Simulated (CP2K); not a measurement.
Consider pyridazine at its PBE geometry (Å).

```xyz
10

C     0.6827    0.8207    0.0671
C    -0.7044    0.8058    0.0542
C    -1.3211   -0.4455   -0.0435
N    -0.6490   -1.6063   -0.1258
N     0.6921   -1.5935   -0.1178
C     1.3313   -0.4154   -0.0215
H     1.2512    1.7472    0.1439
H    -1.2951    1.7196    0.1169
H    -2.4082   -0.5454   -0.0571
H     2.4205   -0.4871   -0.0164
```

Method: CP2K XAS_TDP, all-electron GAPW, PBEh(45%), aug-cc-pVDZ, TDA, GW2X-corrected core level, no relativity.

Question: Where do the N K-edge lines lie, and how strong are they?

Leading lines: N4 399.79 eV. The leading line of an atom is its first one with 35 % of the strongest within 2.5 eV of its lowest line over the strength cut. Core ionisation energies at this level: N4 406.58 eV.

The first six lines of each atom with a strength over 0.0015:

| atom | energy (eV) | states | strength, one atom | above the computed threshold |
| --- | --- | --- | --- | --- |
| N4 (bonded to C and N), 2 alike | 399.79 | 1 | 0.0549 |  |
|  | 405.68 | 1 | 0.0022 |  |
|  | 406.45 | 1 | 0.0038 |  |
|  | 407.02 | 1 | 0.0028 | yes |
|  | 407.16 | 1 | 0.0063 | yes |
|  | 407.19 | 1 | 0.0119 | yes |

Lines are vertical, at one geometry, with no vibrational structure. GW2X ionisation energies and lines can be off by 1 to 2 eV either way, and a good line position may hide errors that cancel. These values hold no scalar relativity, about 0.2 eV for N 1s. Rydberg lines, and the discretised continuum above threshold, depend on the basis and the box.

[Banner, clock and machine lines of the logs are left out without a mark of their own.]

[Logs are printed without paths, hosts, clocks, repeated set-up lines and the standing remarks that a program may print on its own settings, such as how far it seeks lower states.]

[Hosts, paths, dates, database ids (printed as entryN), source tags and the programs' standing remarks are cut or masked in the printed files.]
